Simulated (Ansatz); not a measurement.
# TaP3: relaxing a made-up structure, part 2 of 2

Starting from a made-up structure for TaP3, the aim is the relaxed cell, its shortest contacts and, where a second run follows, its electronic structure.

Ansatz 0.2.0; DFT, PBEsol, plane-wave PAW, files of the set soft_1, scalar-relativistic, no spin, cell and ions relaxed at zero pressure; PAW set soft_1 (the session's first sound run).

So far: The starting structure; Relaxing cell and atoms. The relaxed cell has a = 4.841 Å (conventional setting).

**3. Bands of the relaxed cell**

With the geometry fixed, one more self-consistent run, with a narrower smearing and the mesh shown in its input, gives the bands, and its pressure, and its forces where symmetry allows any, show how far the geometry depends on these settings.

This step: DFT, PBEsol, plane-wave PAW, files of the set soft_1, scalar-relativistic, no spin, bands and density of states at the relaxed cell; PAW set soft_1 (Ansatz 0.2.0).

The input, input.yaml:

```yaml
crystal:
  lattice:
    - [4.8408147622, 0.0, 0.0]
    - [0.0, 4.8408147622, 0.0]
    - [0.0, 0.0, 4.8408147622]
  atoms:
    - { symbol: Ta, position: [0.5, 0.5, 0.5] }
    - { symbol: Ta, position: [0.0, 0.0, 0.0] }
    - { symbol: P, position: [0.0, 0.5, 0.25] }
    - { symbol: P, position: [0.0, 0.5, 0.75] }
    - { symbol: P, position: [0.5, 0.25, 0.0] }
    - { symbol: P, position: [0.75, 0.0, 0.5] }
    - { symbol: P, position: [0.5, 0.75, 0.0] }
    - { symbol: P, position: [0.25, 0.0, 0.5] }
kpoints:
  mp_grid: { grid: [6, 6, 6] }
  band_path:
    path:
      - [[0.0, 0.0, 0.0], [0.0, 0.5, 0.0], [0.5, 0.5, 0.0], [0.0, 0.0, 0.0], [0.5, 0.5, 0.5], [0.0, 0.5, 0.0]]
      - [[0.5, 0.5, 0.0], [0.5, 0.5, 0.5]]
    npoints: 13
scf:
  occupations: { method: fermi_dirac, width: 0.03 }
  n_extra_bands: 12
hamiltonian:
  xc: pbesol
  pseudopotentials: { kind: paw, azcp: { folder: soft_1 }, xc_functional: pbe }
output:
  forces: true
  stress: true
  write_bands: true
  dos: { projected: true }
  write_density: true
  write_potential: true
  elf: true
  volumetric_format: npy
```

Started as:

```sh
$ ansatz run input.yaml --threads 4 --pin off --max-ram 10240MiB --backend cpu --events-out ev --progress --plain --runs-dir out
```

Numbers of over 12 decimals in the logs are rounded to 6 here.

What it wrote:

```text
[...]
Crystal: 8 atoms, lattice volume = 113.437 Å³
Basis set: ecut = 420 eV, 2205 PW (Γ), exchange–correlation on 72×72×72 points (8 copies of the dense FFT grid, shifted against one another)
Bands: 40, of which v1, the nominal top of the filled ones, is band 28 counted from 1 (27 counted from 0)
Symmetry: 48 space group operations
[...]
k-points: 20 of 216
[...]
SCF iter   1: F=—  HF=-24057.105382 eV  |F-HF|=—  |Δ(HF+E_count)|=         —  Δρ=4.25e-2  dr2=3.33e0  ethr=3.10e-3  ⟨swp⟩=6.3  Hψ=3801  notcnv=0  defer=9
[...]
SCF iter   7: F=-24056.359451 eV  HF=-24056.359451 eV  |F-HF|=3.46e-9  |Δ(HF+E_count)|=   5.56e-9  Δρ=1.36e-6  dr2=4.14e-9  ethr=7.39e-11  ⟨swp⟩=5.0  Hψ=4020  notcnv=0
SCF 1 converged in 7 iterations: F = -24056.359451 eV  dr2 = 4.14e-9
[...]
NSCF: frozen V_eff on 80 k-points
SCF converged after 7 iterations
Free energy (F): -24056.359451 eV
[...]
Internal energy: -24056.336933 eV  (E = F + TS)
E sigma→0 (E₀):  -24056.348192 eV
Entropy (-TS):   -0.022517 eV (-2.815 meV/atom)
Fermi energy:    14.679845 eV
[...]
--- Stress (GPa, compression-positive) ---
       -0.085014       0.000000       0.000000
        0.000000      -0.085014       0.000000
        0.000000       0.000000      -0.085014
  P = ⅓ Tr σ = -0.0850 GPa (-0.850 kbar)
--- Band table (eV; the first three rows and the last of 20) ---
  k-point 0: bands = [... 24 lower, 13.3040, 13.3040, 14.0440, 14.0440, 14.0440, 17.0596, 17.0596, 18.0877, ... 8 higher]
  k-point 1: bands = [... 24 lower, 12.9378, 13.3696, 13.3696, 14.1514, 14.1514, 16.9201, 17.1337, 17.5400, ... 8 higher]
  k-point 2: bands = [... 24 lower, 12.7533, 13.5380, 13.5380, 14.6419, 14.6419, 16.2213, 16.9889, 17.3442, ... 8 higher]
  k-point 19: bands = [... 24 lower, 12.8911, 12.8911, 13.8494, 13.8494, 13.8494, 13.8494, 13.8494, 13.8494, ... 8 higher]
```

Wall time 3.3 s (4 threads of AMD EPYC 7B13 (Zen 3), shared host); peak memory 0.57 GiB; 12 s of CPU time.

This step gave:

```yaml
free_energy: -24056.3595 eV
energy_at_zero_smearing: -24056.3482 eV
smearing_term_ts: 0.02252 eV
fermi_energy: 14.68 eV
pressure: -0.08501 GPa
```

From bands.tsv, the bands that come nearest the Fermi level along the path, at its corners, in eV from the Fermi level:

| point | band 25 | band 26 | band 27 | band 28 | band 29 | band 30 | band 31 | band 32 |
| --- | --- | --- | --- | --- | --- | --- | --- | --- |
| Γ | -1.38 | -1.38 | -0.64 | -0.64 | -0.64 | 2.38 | 2.38 | 3.41 |
| X | -1.04 | -1.04 | 0.12 | 0.12 | 1.15 | 1.15 | 1.28 | 1.28 |
| M | -1.47 | -0.82 | -0.32 | 0.01 | 0.31 | 0.50 | 2.18 | 2.18 |
| Γ | -1.38 | -1.38 | -0.64 | -0.64 | -0.64 | 2.38 | 2.38 | 3.41 |
| R | -1.79 | -1.79 | -0.83 | -0.83 | -0.83 | -0.83 | -0.83 | -0.83 |
| X | -1.04 | -1.04 | 0.12 | 0.12 | 1.15 | 1.15 | 1.28 | 1.28 |
| M | -1.47 | -0.82 | -0.32 | 0.01 | 0.31 | 0.50 | 2.18 | 2.18 |
| R | -1.79 | -1.79 | -0.83 | -0.83 | -0.83 | -0.83 | -0.83 | -0.83 |

Counts of states for the cell as run, both spins, by energy window (eV from the Fermi level):

```csv
from,to,total
-8,-7,0.70
-7,-6,3.49
-6,-5,3.44
-5,-4,3.84
-4,-3,3.99
-3,-2,3.08
-2,-1,4.89
-1,0,4.53
0,1,2.91
1,2,3.38
2,3,4.22
3,4,6.57
```

A further 28.0 states lie below the table's range.

Electrostatic potential energy in the ac plane at fractional y = 0.000, with atoms of Ta and P within 0.2 Å of it. With pseudopotentials it is smooth inside the atoms' cores, unlike the true potential.

Values in eV, 14 rows by 14 columns, each cell a mean:
```
-45 -38 -14   6  13  14  12  11  13  14  11  -1 -25 -43
-30 -19  -2  10  15  15  14  14  14  15  13   6  -9 -25
 -3   2   9  13  15  16  16  15  16  16  15  12   6  -1
 11  11  11  11  12  14  15  16  15  13  11  11  11  11
 13  10   1  -8  -6   6  13  14  11   0  -8  -5   5  12
 11   0 -23 -33 -32 -13   7  11   1 -25 -33 -31 -14   7
  9  -8 -32 -35 -36 -24   3   9  -7 -33 -35 -35 -25   3
 10  -5 -29 -35 -35 -20   5  10  -4 -30 -35 -34 -20   5
 13   6 -11 -23 -20  -2  10  13   7 -11 -23 -19  -3  10
 13  12   9   6   7  12  15  15  14  10   6   7  10  12
  5   7  11  13  15  15  16  16  16  15  14  12   9   6
-18  -9   4  12  15  16  15  15  15  16  14   9  -2 -14
-41 -31  -9   8  14  14  13  12  13  15  12   2 -19 -38
-45 -41 -18   5  13  13  11  10  12  14  11  -3 -30 -45
```
Columns run along a (4.8 Å; values clipped at the 3rd and 97th percentile), rows up along c (4.8 Å). Atoms in or near the plane, at fractional coordinates: Ta at (0.00, 0.00), P at (0.75, 0.50), P at (0.25, 0.50).

ELF in the ac plane at fractional y = 0.000, with atoms of Ta and P within 0.2 Å of it. It is the smooth field of the valence electrons, not physical close to the nuclei.

Values, 14 rows by 14 columns, each cell a mean:
```
0.40 0.69 0.52 0.18 0.32 0.47 0.51 0.52 0.50 0.42 0.22 0.27 0.67 0.58
0.68 0.61 0.32 0.19 0.27 0.31 0.32 0.32 0.32 0.30 0.23 0.20 0.46 0.67
0.31 0.27 0.29 0.37 0.32 0.21 0.16 0.15 0.17 0.26 0.36 0.34 0.27 0.29
0.24 0.42 0.64 0.71 0.58 0.32 0.15 0.11 0.21 0.44 0.66 0.71 0.56 0.32
0.49 0.70 0.84 0.83 0.74 0.57 0.33 0.25 0.43 0.66 0.79 0.85 0.81 0.60
0.59 0.74 0.64 0.33 0.31 0.60 0.56 0.49 0.62 0.47 0.27 0.46 0.73 0.68
0.61 0.69 0.29 0.02 0.04 0.52 0.66 0.61 0.68 0.25 0.02 0.08 0.52 0.68
0.60 0.71 0.45 0.12 0.13 0.55 0.62 0.56 0.65 0.34 0.09 0.22 0.63 0.68
0.55 0.74 0.81 0.69 0.61 0.61 0.44 0.36 0.53 0.63 0.62 0.75 0.81 0.65
0.36 0.58 0.78 0.81 0.70 0.44 0.21 0.15 0.29 0.57 0.77 0.82 0.71 0.46
0.19 0.26 0.42 0.51 0.41 0.23 0.13 0.11 0.16 0.31 0.48 0.49 0.34 0.22
0.56 0.45 0.26 0.23 0.27 0.25 0.24 0.23 0.24 0.26 0.26 0.22 0.33 0.52
0.61 0.71 0.44 0.17 0.29 0.41 0.44 0.44 0.43 0.37 0.22 0.24 0.61 0.69
0.13 0.61 0.56 0.19 0.33 0.51 0.56 0.57 0.55 0.46 0.23 0.31 0.68 0.40
```
Columns run along a (4.8 Å), rows up along c (4.8 Å). Atoms in or near the plane, at fractional coordinates: Ta at (0.00, 0.00), P at (0.75, 0.50), P at (0.25, 0.50).

Valence density in the ac plane at fractional y = 0.000, with atoms of Ta and P within 0.2 Å of it. It is the smooth field of the valence electrons, not physical close to the nuclei.

Ten steps, logarithmic in the rise over the least value, from '_' (0.2 e/Å³) to '@' (4.5 e/Å³), each cell a mean:
```
@@@@##==::--====------++%%@@
@@%%++--::::::::::::::==##%%
**++--::::....__....::--==++
----====--::____..----====--
--==++++++==::::--==++++++==
==++++====++==--==++==++++==
==++==__::++++==++==__--++++
==++++----++====++==--==++==
====++++++==----==++++++++==
--========--....::--======--
====----::..______::------==
%%##==::::..::::::..::--++##
@@@@**--::--------::::++%%@@
@@@@%%==----======----**@@@@
```
Columns run along a (4.8 Å), rows up along c (4.8 Å). Atoms in or near the plane, at fractional coordinates: Ta at (0.00, 0.00), P at (0.75, 0.50), P at (0.25, 0.50).

**4. Summary of results**

```yaml
space_group_relaxed: Pm-3n
conventional_cell: a = 4.841, b = 4.841, c = 4.841 Å; α = 90.0°, β = 90.0°, γ = 90.0°
volume_per_atom: 14.18 Å³ (guess 14.96)
```

**Reading.** TaP3 relaxes to Pm-3n with a = 4.841, b = 4.841 and c = 4.841 Å. The guessed volume was 6 % too large. The space group Pm-3n was held in the relaxation, so the end point is a stationary structure within it and may be a saddle against distortions or other arrangements. Bands cross the Fermi level, so it is a metal or semimetal at this level. On the 6×6×6 mesh with the narrower smearing (relaxed on 6×6×6) the forces vanish, as symmetry may demand, and the largest stress component is 0.085 GPa, against the relaxation's thresholds of 0.015 eV/Å and 0.05 GPa. The cutoff wasn't tested. Spin-orbit coupling is left out, which can matter for elements this heavy. No dispersion term is used, so weakly bound directions may come out too long. The runs have no spin, and magnetism wasn't tested. Nothing here tests whether the compound is stable against decomposition.

[Logs are printed without paths, hosts, clocks, repeated set-up lines and the standing remarks that a program may print on its own settings, such as how far it seeks lower states.]

[Hosts, paths, dates, database ids (printed as entryN), source tags and the programs' standing remarks are cut or masked in the printed files.]
